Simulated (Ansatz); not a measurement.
# How many bands does the GW gap of VBiO4 (Clinobisvanite) need?

How do accuracy and time trade against each other in G0W0 on VBiO4 (Clinobisvanite)?

Method: G0W0 on LDA, plane waves, PAW, in Ansatz 0.2.0.

## (1) Starting point

It takes space group C2/c (No. 15, monoclinic). The conventional cell has a = 7.247 Å, b = 11.697 Å, c = 5.090 Å, α = 90.00°, β = 134.22°, γ = 90.00°. V has 4 O at 1.69 to 1.77 Å nearest. Nearest to Bi lie 8 O at 2.35 to 2.63 Å. Nearest to O lie 1 V at 1.77 Å and 2 Bi at 2.35 to 2.37 Å. O has 1 V at 1.69 Å and 2 Bi at 2.52 to 2.63 Å nearest. Farther neighbours and most contacts between anions are not listed.

The cell and positions come from the Crystallography Open Database and are kept as given unless a step says otherwise. Spin-orbit coupling is left out unless a step names it. The default PAW set here is soft_2. Its files were made with PBE.

## (2) 139 empty bands, screening to 54 eV

Now the one-shot GW correction: screening in the RPA, then the self-energy of the levels asked for.

input.yaml reads:

```yaml
crystal:
  lattice:
    - [3.6235830947, -5.8486, 0.0]
    - [3.6235830947, 5.8486, 0.0]
    - [-3.5500110127, 0.0, 3.6473943918]
  atoms:
    - { symbol: V, position: [0.87, 0.13, 0.75] }
    - { symbol: V, position: [0.13, 0.87, 0.25] }
    - { symbol: Bi, position: [0.3665, 0.6335, 0.75] }
    - { symbol: Bi, position: [0.6335, 0.3665, 0.25] }
    - { symbol: O, position: [0.9383, 0.3547, 0.6388] }
    - { symbol: O, position: [0.6453, 0.0617, 0.8612] }
    - { symbol: O, position: [0.0617, 0.6453, 0.3612] }
    - { symbol: O, position: [0.3547, 0.9383, 0.1388] }
    - { symbol: O, position: [0.8113, 0.7099, 0.8796] }
    - { symbol: O, position: [0.2901, 0.1887, 0.6204] }
    - { symbol: O, position: [0.1887, 0.2901, 0.1204] }
    - { symbol: O, position: [0.7099, 0.8113, 0.3796] }
kpoints:
  mp_grid: { grid: [4, 4, 4] }
hamiltonian:
  xc: lda
scf:
  occupations: { method: fixed }
gw:
  n_empty_bands: 139
  ecut_chi: 54
  qp_bands: [v4, c4]
  qp_kpoints: band_edges
  screening: { model: contour_deformation }
```

The run is started by

```bash
$ ansatz run input.yaml --threads 3 --pin off --max-ram 92160MiB --backend cuda --events-out ev --progress --plain --runs-dir out --devices 1 --max-vram 13GiB  # rebuilt from the run's record
```

Numbers of over 12 decimals in the logs are rounded to 6 here.

Output:

```text
GPUs: using 1 of 1 available (devices: 1).
Engine: ansatz 0.2.0, x86_64-unknown-linux-gnu
Pseudopotentials: kind: paw
Pseudopotential: V, paw, valence charge 13, recommended cutoff 420 eV (normal), V.paw.azcp
Pseudopotential: Bi, paw, valence charge 15, recommended cutoff 420 eV (normal), Bi.paw.azcp
Pseudopotential: O, paw, valence charge 6, recommended cutoff 420 eV (normal), O.paw.azcp
Functional definition: SPW92
  exchange = slater_x
  correlation = pw_c
device memory: the entry about to start is reckoned to put 3.1 GiB on a device that reports 63.8 GiB free (of which the cap on the GPU budget leaves the run 13.0 GiB)
GPU FFT provider: cuFFT
GPU libraries: cuBLAS 13.8.2, cuFFT 12.4.0, cuSOLVER 12.3.4
Crystal: 12 atoms, lattice volume = 154.598 Å³
Basis set: ecut = 420 eV, 3041 PW (Γ)
Bands: 64, of which v1, the nominal top of the filled ones, is band 52 counted from 1 (51 counted from 0)
Symmetry: 4 space group operations
Space group: C2/c (ITA 15), of the structure as read, at distance tolerance 5.4e-5 Å
k-points: 24 of 64
Non-local potential: V, projectors of the file, l = 0: 3, l = 1: 2, l = 2: 3, l = 3: 1
Non-local potential: Bi, projectors of the file, l = 0: 2, l = 1: 2, l = 2: 2, l = 3: 2
Non-local potential: O, projectors of the file, l = 0: 2, l = 1: 2, l = 2: 1
PAW form: soft (Blöchl's): semilocal exchange-correlation on the pseudo side does not see the compensation charge
PAW frozen core: V, regenerated for the run's functional, and the local potential with it (the file was generated under x = pbe(κ = 0.804, μ = 0.219515), c = pbe(β = 0.066725))
PAW frozen core: Bi, regenerated for the run's functional, and the local potential with it (the file was generated under x = pbe(κ = 0.804, μ = 0.219515), c = pbe(β = 0.066725))
PAW frozen core: O, regenerated for the run's functional, and the local potential with it (the file was generated under x = pbe(κ = 0.804, μ = 0.219515), c = pbe(β = 0.066725))
PAW one-centre angular grid: V, 590 points (default); XC on 64 Gauss nodes
PAW one-centre angular grid: Bi, 590 points (default); XC on 64 Gauss nodes
PAW one-centre angular grid: O, 110 points (default); XC on 64 Gauss nodes
Initial density: superposition of atomic densities (neutral atoms: chi_scale 0, normalization atom), corrected by the library's trained network
Initial wavefunctions: pseudopotential atomic-orbital guess
GPU buffer pool allocated for 82944 grid points (all kernels)
GPU transforms: local potential and band sums: pruned to the plane-wave sphere, on 45×45×36
Functional: x = slater, c = lda
SCF iter   1: F=—  HF=-34338.364183 eV  |F-HF|=—  |Δ(HF+E_count)|=         —  Δρ=1.90e-2  dr2=5.22e-1  ethr=1.77e-3  ⟨swp⟩=4.0  Hψ=4600  notcnv=0  defer=201
preconditioner: auto → Resta (q_TF=auto, 2.554 Å⁻¹)  ε∞=5.2  [insulator: Δε(μ)=2.130 eV  Ē_g=13.741 eV  n_scr=36 (ndim 8)  ℏωp=28.0 eV  f_vac=0.029  ε∞_Penn≈5.2]
SCF iter   2: F=—  HF=-34338.307555 eV  |F-HF|=—  |Δ(HF+E_count)|=   5.66e-2  Δρ=1.60e-2  dr2=4.22e-1  ethr=5.02e-4  ⟨swp⟩=2.1  Hψ=2413  notcnv=0  defer=214
SCF iter   3: F=—  HF=-34338.258270 eV  |F-HF|=—  |Δ(HF+E_count)|=   4.93e-2  Δρ=4.11e-3  dr2=2.72e-2  ethr=4.06e-4  ⟨swp⟩=2.0  Hψ=2000  notcnv=0  defer=205
SCF iter   4: F=—  HF=-34338.253283 eV  |F-HF|=—  |Δ(HF+E_count)|=   4.99e-3  Δρ=1.49e-3  dr2=2.34e-3  ethr=2.62e-5  ⟨swp⟩=2.0  Hψ=1967  notcnv=0  defer=240
SCF iter   5: F=—  HF=-34338.252851 eV  |F-HF|=—  |Δ(HF+E_count)|=   4.32e-4  Δρ=8.19e-4  dr2=1.05e-3  ethr=2.25e-6  ⟨swp⟩=2.0  Hψ=2014  notcnv=0  defer=240
SCF iter   6: F=—  HF=-34338.252694 eV  |F-HF|=—  |Δ(HF+E_count)|=   1.57e-4  Δρ=1.75e-4  dr2=3.79e-5  ethr=1.01e-6  ⟨swp⟩=2.0  Hψ=1869  notcnv=0  defer=194
SCF iter   7: F=—  HF=-34338.252700 eV  |F-HF|=—  |Δ(HF+E_count)|=   6.23e-6  Δρ=3.95e-5  dr2=2.16e-6  ethr=3.64e-8  ⟨swp⟩=2.5  Hψ=2608  notcnv=0  defer=194
SCF iter   8: F=—  HF=-34338.252701 eV  |F-HF|=—  |Δ(HF+E_count)|=   3.12e-7  Δρ=1.37e-5  dr2=3.38e-7  ethr=2.07e-9  ⟨swp⟩=2.2  Hψ=2163  notcnv=0  defer=194
SCF iter   9: F=-34338.252701 eV  HF=-34338.252701 eV  |F-HF|=1.59e-8  |Δ(HF+E_count)|=   4.33e-8  Δρ=3.82e-6  dr2=2.85e-8  ethr=9.62e-11  ⟨swp⟩=8.6  Hψ=5237  notcnv=0
SCF 1 converged in 9 iterations: F = -34338.252701 eV  dr2 = 2.85e-8
  greatest PAW one-centre occupation: 1.000 electrons in one spin orbital (limit 2), on the V atom at site 1 (counted from 0), in its partial waves of l = 0
device memory: the entry about to start is reckoned to put 3.1 GiB (of the 3.4 GiB reckoned in all, the device holds 0.3 GiB already) on a device that reports 65.0 GiB free (of which the cap on the GPU budget leaves the run 12.7 GiB)
NSCF: frozen V_eff on 24 k-points, pencils in batches of 32, up to order 256
the band table was solved once the SCF had ended and its energy, with any forces and stress, was formed, with the checks that follow a solve (5762 applications of the Hamiltonian). They found nothing against the state; the energy, forces and stress were not computed again (output.eigenvalues in the input reference)
device memory: the entry about to start is reckoned to put 4.2 GiB on a device that reports 59.2 GiB free (of which the cap on the GPU budget leaves the run 13.0 GiB)
NSCF: frozen V_eff on 24 k-points
G₀W₀ screening: q 1/24
[... further progress lines ...]
[...]
`?` marks the rows in doubt; gw_qp.tsv's column doubts and the gw_qp event give each row's grounds
    ik  band        ε_KS         Σx   Σc(E_QP)       V_xc       Z   E_QP_lin       E_QP  E_QP is
     0    49      7.1428   -23.6909     3.5872   -20.4413  0.7311     7.4783     7.4804  root
     0    50      7.4507   -25.2881     4.8453   -20.5770  0.7160     7.5846     7.5850  root
     0    51      7.5070   -25.6521     5.0493   -20.7314  0.7204     7.6352     7.6356  root
     0    52      7.6654   -25.7979     4.5765   -21.4595  0.7283     7.9025     7.9035  root
     0    53     10.6044   -15.8026    -5.4567   -23.1949  0.7310    12.6465    12.5400  root ?
     0    54     11.0442   -16.4836    -5.5633   -23.9966  0.7234    13.1159    12.9939  root ?
     0    55     11.3615   -17.1499    -5.9380   -25.0239  0.6981    13.4567    13.2974  root ?
     0    56     11.5448   -17.2217    -5.9405   -25.0574  0.6970    13.5925    13.4400  root ?
     1    49      7.1081   -25.3462     4.8510   -20.6593  0.7168     7.2717     7.2723  root
     1    50      7.2989   -25.4062     4.9356   -20.6037  0.7134     7.4315     7.4319  root
     1    51      7.5381   -25.6018     4.8380   -20.9393  0.7194     7.7130     7.7136  root
     1    52      8.0502   -24.2409     3.4577   -21.1894  0.7413     8.4541     8.4564  root
     1    53     10.6540   -15.7176    -5.3287   -22.8836  0.7305    12.5933    12.4913  root ?
     1    54     10.8111   -16.1907    -5.4909   -23.6149  0.7274    12.8535    12.7444  root ?
     1    55     11.0569   -15.9543    -5.3669   -23.1862  0.7230    13.0325    12.9220  root ?
     1    56     11.2191   -16.6714    -5.7249   -24.3265  0.7139    13.2858    13.1492  root ?
     2    49      7.2507   -25.2352     4.8101   -20.5875  0.7160     7.4127     7.4132  root
     2    50      7.2507   -25.2352     4.8101   -20.5875  0.7160     7.4127     7.4132  root
     2    51      7.7105   -24.4422     3.7559   -21.0066  0.7415     8.0292     8.0308  root
     2    52      7.7105   -24.4422     3.7559   -21.0066  0.7415     8.0292     8.0308  root
     2    53     10.9497   -16.4202    -5.5848   -23.8902  0.7147    12.9602    12.8349  root ?
     2    54     10.9497   -16.4202    -5.5848   -23.8902  0.7147    12.9602    12.8349  root ?
     2    55     11.2445   -15.8104    -5.4476   -23.1410  0.7275    13.2362    13.1275  root ?
     2    56     11.2445   -15.8104    -5.4476   -23.1410  0.7275    13.2362    13.1275  root ?
     3    49      7.2816   -25.4358     4.8566   -20.7424  0.7175     7.4444     7.4449  root
     3    50      7.3201   -25.0490     4.7456   -20.4379  0.7199     7.4543     7.4547  root
     3    51      7.4720   -25.5867     4.8056   -20.9623  0.7209     7.6525     7.6531  root
     3    52      7.7937   -24.3271     3.6567   -21.0415  0.7367     8.1627     8.1648  root
     3    53     10.6462   -15.9067    -5.4951   -23.3303  0.7308    12.6839    12.5748  root ?
     3    54     10.9867   -16.2613    -5.4874   -23.6548  0.7217    13.0111    12.8928  root ?
     3    55     11.1034   -16.6225    -5.7623   -24.2966  0.7090    13.1525    13.0152  root ?
     3    56     11.2274   -16.5137    -5.5123   -23.9230  0.7168    13.2473    13.1244  root ?
     4    49      7.1691   -25.3392     4.8650   -20.6228  0.7139     7.3173     7.3178  root
     4    50      7.2653   -25.4977     4.8780   -20.7770  0.7178     7.4221     7.4226  root
     4    51      7.6809   -25.2750     4.3354   -21.2038  0.7295     7.9439     7.9451  root
     4    52      8.0358   -24.6103     3.6654   -21.3168  0.7423     8.4056     8.4076  root
     4    53     10.4249   -15.5700    -5.3905   -22.8343  0.7310    12.3953    12.2986  root
     4    54     11.0664   -15.9582    -5.5109   -23.3554  0.7243    13.0659    12.9528  root ?
     4    55     11.1877   -16.0829    -5.4825   -23.4496  0.7234    13.1865    13.0720  root ?
     4    56     11.2374   -16.6354    -5.8339   -24.4153  0.7090    13.3257    13.1836  root ?
     5    49      7.1416   -25.1195     4.8367   -20.4256  0.7154     7.2840     7.2844  root
     5    50      7.3730   -25.3661     4.8428   -20.6756  0.7190     7.5249     7.5253  root
     5    51      7.5736   -25.3852     4.5378   -21.0806  0.7234     7.8059     7.8069  root
[...]
5    53     10.5822   -15.7382    -5.5342   -23.1551  0.7267    12.5746    12.4648  root ?
     5    54     10.8575   -15.5228    -5.3740   -22.7256  0.7281    12.7878    12.6862  root ?
     5    55     11.2181   -16.5882    -5.6507   -24.1802  0.7156    13.2875    13.1593  root ?
     5    56     11.3251   -16.3394    -5.4811   -23.7171  0.7242    13.3366    13.2216  root ?
[...]
6    53     10.6105   -15.5576    -5.4411   -22.8914  0.7333    12.6059    12.5032  root ?
[...]
22    49      7.2031   -25.1674     4.7623   -20.5507  0.7121     7.3483     7.3487  root
    22    50      7.2305   -25.3141     4.7152   -20.7767  0.7197     7.4077     7.4084  root
    22    51      7.6245   -25.0910     4.2374   -21.1279  0.7318     7.8975     7.8988  root
    22    52      7.6704   -25.1407     4.3189   -21.0859  0.7290     7.9334     7.9346  root
    22    53     10.6197   -16.0098    -5.4356   -23.3323  0.7253    12.6175    12.5065  root ?
    22    54     11.0765   -16.7247    -5.6953   -24.3370  0.7107    13.1257    12.9935  root ?
    22    55     11.2456   -16.7726    -5.9547   -24.6999  0.7073    13.3648    13.2182  root ?
    22    56     11.3148   -15.9197    -5.4979   -23.3035  0.7277    13.3105    13.2006  root ?
    23    49      7.2736   -25.3857     4.9999   -20.5100  0.7151     7.3975     7.3978  root
    23    50      7.2736   -25.3857     4.9999   -20.5100  0.7151     7.3975     7.3978  root
    23    51      7.8246   -24.5058     3.6711   -21.1868  0.7440     8.1748     8.1766  root
    23    52      7.8246   -24.5058     3.6711   -21.1868  0.7440     8.1748     8.1766  root
    23    53     11.0238   -16.6484    -5.7627   -24.3320  0.7084    13.0809    12.9447  root ?
    23    54     11.0238   -16.6484    -5.7627   -24.3320  0.7084    13.0809    12.9447  root ?
    23    55     11.2017   -15.8890    -5.4463   -23.2312  0.7282    13.2075    13.0977  root ?
    23    56     11.2017   -15.8890    -5.4463   -23.2312  0.7282    13.2075    13.0977  root ?
[key lines of the parts left out:]
SCF converged after 9 iterations
Free energy (F): -34338.252701 eV
Fermi energy:    8.072697 eV
```

The job ended after 63 s (1 × NVIDIA H100 80GB HBM3 (shared by 6 runs) with 3 threads of AMD EPYC 7R13 (Zen 3), shared host; peak memory 1.4 GiB).

Numbers from this step:

```
bands summed                                 : 191
RPA ε∞ on this mesh (eigenvalues)            : 6.062, 7.016, 7.443
plane waves in the screening matrix          : 131
q-points in the mesh                         : 64
G0W0 gap on the mesh                         : 3.797 eV
k of the valence top                         : 0.25, 0.25, 0
k of the conduction bottom                   : 0, -0.5, -0.5
starting gap on the mesh                     : 2.276 eV
Z at the valence top                         : 0.7426
Z at the conduction bottom                   : 0.7298
least direct G0W0 gap on the computed points : 3.819 eV
```

The gap on the mesh goes from 2.28 eV to 3.80 eV, a correction of +1.52 eV. The program marks an edge row as in doubt. Between the two edge states, bare exchange in place of the xc potential would open the gap by 10.72 eV, and correlation takes back 9.20 eV.

## (3) 394 empty bands, screening to 108 eV

Bands and screening cutoff are moved together, since each hides the error of the other.

Changes to input.yaml since step 2:

```diff
@@ -25,4 +25,4 @@
 gw:
-  n_empty_bands: 139
-  ecut_chi: 54
+  n_empty_bands: 394
+  ecut_chi: 108
   qp_bands: [v4, c4]
```

Output:

```text
GPUs: using 1 of 1 available (devices: 1).
[...]
GPU FFT provider: cuFFT
GPU libraries: cuBLAS 13.8.2, cuFFT 12.4.0, cuSOLVER 12.3.4
Crystal: 12 atoms, lattice volume = 154.598 Å³
Basis set: ecut = 420 eV, 3041 PW (Γ)
Bands: 64, of which v1, the nominal top of the filled ones, is band 52 counted from 1 (51 counted from 0)
Symmetry: 4 space group operations
[...]
k-points: 24 of 64
[...]
GPU buffer pool allocated for 82944 grid points (all kernels)
[...]
SCF iter   1: F=—  HF=-34338.364183 eV  |F-HF|=—  |Δ(HF+E_count)|=         —  Δρ=1.90e-2  dr2=5.22e-1  ethr=1.77e-3  ⟨swp⟩=4.0  Hψ=4600  notcnv=0  defer=201
[...]
SCF iter   9: F=-34338.252701 eV  HF=-34338.252701 eV  |F-HF|=1.59e-8  |Δ(HF+E_count)|=   4.33e-8  Δρ=3.82e-6  dr2=2.85e-8  ethr=9.62e-11  ⟨swp⟩=8.6  Hψ=5237  notcnv=0
SCF 1 converged in 9 iterations: F = -34338.252701 eV  dr2 = 2.85e-8
[...]
NSCF: frozen V_eff on 24 k-points, pencils in batches of 32, up to order 256
[...]
NSCF: frozen V_eff on 24 k-points
G₀W₀ screening: q 1/24
[... further progress lines ...]
[...]
SCF converged after 9 iterations
Free energy (F): -34338.252701 eV
[...]
Internal energy: -34338.252701 eV  (E = F + TS)
E sigma→0 (E₀):  -34338.252701 eV
Fermi energy:    8.072697 eV
[...]
--- Band table (eV; the first three rows and the last of 24) ---
  k-point 0: bands = [... 48 lower, 7.1428, 7.4507, 7.5070, 7.6654, 10.6044, 11.0442, 11.3615, 11.5448, ... 8 higher]
  k-point 1: bands = [... 48 lower, 7.1081, 7.2989, 7.5381, 8.0502, 10.6540, 10.8111, 11.0569, 11.2191, ... 8 higher]
  k-point 2: bands = [... 48 lower, 7.2507, 7.2507, 7.7105, 7.7105, 10.9497, 10.9497, 11.2445, 11.2445, ... 8 higher]
  k-point 23: bands = [... 48 lower, 7.2736, 7.2736, 7.8246, 7.8246, 11.0238, 11.0238, 11.2017, 11.2017, ... 8 higher]
[...]
0    49      7.1428   -23.6909     3.2906   -20.4413  0.7243     7.1838     7.1839  root
     0    50      7.4507   -25.2881     4.6131   -20.5770  0.7079     7.3526     7.3528  root
     0    51      7.5070   -25.6521     4.8140   -20.7314  0.7127     7.4001     7.4003  root
     0    52      7.6654   -25.7979     4.3073   -21.4595  0.7205     7.6343     7.6344  root
     0    53     10.6044   -15.8026    -5.8718   -23.1949  0.7249    12.1790    12.1249  root
     0    54     11.0442   -16.4836    -5.9821   -23.9966  0.7166    12.6369    12.5751  root
     0    55     11.3615   -17.1499    -6.3517   -25.0239  0.6894    12.9710    12.8839  root
     0    56     11.5448   -17.2217    -6.3711   -25.0574  0.6881    13.0966    13.0094  root
[...]
23    53     11.0238   -16.6484    -6.1813   -24.3320  0.7003    12.5992    12.5262  root
    23    54     11.0238   -16.6484    -6.1813   -24.3320  0.7003    12.5992    12.5262  root
    23    55     11.2017   -15.8890    -5.8503   -23.2312  0.7217    12.7511    12.6937  root
    23    56     11.2017   -15.8890    -5.8503   -23.2312  0.7217    12.7511    12.6937  root
```

It took 88 s on 1 × NVIDIA H100 80GB HBM3 (shared by 6 runs) with 3 threads; peak memory 2.3 GiB.

This step gave:

| Item | Value |
| --- | --- |
| bands summed | 446 |
| RPA ε∞ on this mesh (eigenvalues) | 5.991, 6.938, 7.350 |
| plane waves in the screening matrix | 401 |
| q-points in the mesh | 64 |
| G0W0 gap on the mesh | 3.684 eV |
| k of the valence top | 0.25, 0.25, 0 |
| k of the conduction bottom | 0, -0.5, -0.5 |
| starting gap on the mesh | 2.276 eV |
| Z at the valence top | 0.7346 |
| Z at the conduction bottom | 0.7230 |
| least direct G0W0 gap on the computed points | 3.710 eV |

Against the run with 4×4×4 mesh, 139 empty bands, screening to 54 eV, the gap moves by −0.11 eV.

## (4) 847 empty bands, screening to 180 eV

Changes to input.yaml since step 3:

```diff
@@ -25,4 +25,4 @@
 gw:
-  n_empty_bands: 394
-  ecut_chi: 108
+  n_empty_bands: 847
+  ecut_chi: 180.0
   qp_bands: [v4, c4]
```

Output:

```text
GPUs: using 1 of 1 available (devices: 1).
[...]
GPU FFT provider: cuFFT
GPU libraries: cuBLAS 13.8.2, cuFFT 12.4.0, cuSOLVER 12.3.4
Crystal: 12 atoms, lattice volume = 154.598 Å³
Basis set: ecut = 420 eV, 3041 PW (Γ)
Bands: 64, of which v1, the nominal top of the filled ones, is band 52 counted from 1 (51 counted from 0)
Symmetry: 4 space group operations
[...]
k-points: 24 of 64
[...]
0    56     11.5448   -17.2217    -6.6273   -25.0574  0.6826    12.8118    12.7532  root
[...]
23    53     11.0238   -16.6484    -6.4066   -24.3320  0.6954    12.3493    12.3008  root
    23    54     11.0238   -16.6484    -6.4066   -24.3320  0.6954    12.3493    12.3008  root
    23    55     11.2017   -15.8890    -6.0720   -23.2312  0.7178    12.5108    12.4720  root
    23    56     11.2017   -15.8890    -6.0720   -23.2312  0.7178    12.5108    12.4720  root
[key lines of the parts left out:]
SCF converged after 9 iterations
Free energy (F): -34338.252701 eV
Fermi energy:    8.072697 eV
```

It took 4.3 min on 1 × NVIDIA H100 80GB HBM3 (shared by 6 runs) with 3 threads; peak memory 4.9 GiB; 7.8 min of CPU time.

This step gave:

```yaml
bands_summed: 899
rpa_eps_infinity_on_this_mesh_eigenvalues: 5.945, 6.887, 7.292
plane_waves_in_the_screening_matrix: 841
g0w0_gap_on_the_mesh: 3.792 eV
k_of_the_valence_top: 0, 0, 0.25
k_of_the_conduction_bottom: 0, -0.5, -0.5
starting_gap_on_the_mesh: 2.276 eV
least_direct_g0w0_gap_on_the_computed_points: 3.816 eV
```

Against the run with 4×4×4 mesh, 394 empty bands, screening to 108 eV, the gap moves by +0.11 eV.

(Continued in part 2 of 2.)

[Paths, hosts, dates, memory and timing lines, banners, echoed tables and standing remarks are left out of the program output.]

[Logs are printed without paths, hosts, clocks, repeated set-up lines and the standing remarks that a program may print on its own settings, such as how far it seeks lower states.]

[Runs of the session that timed out or met a known fault of the program may be left out.]

[Cells called generated may have been cut or substituted from an entry of the Crystallography Open Database or the Materials Project.]

[Hosts, paths, dates, database ids (printed as entryN), source tags and the programs' standing remarks are cut or masked in the printed files.]
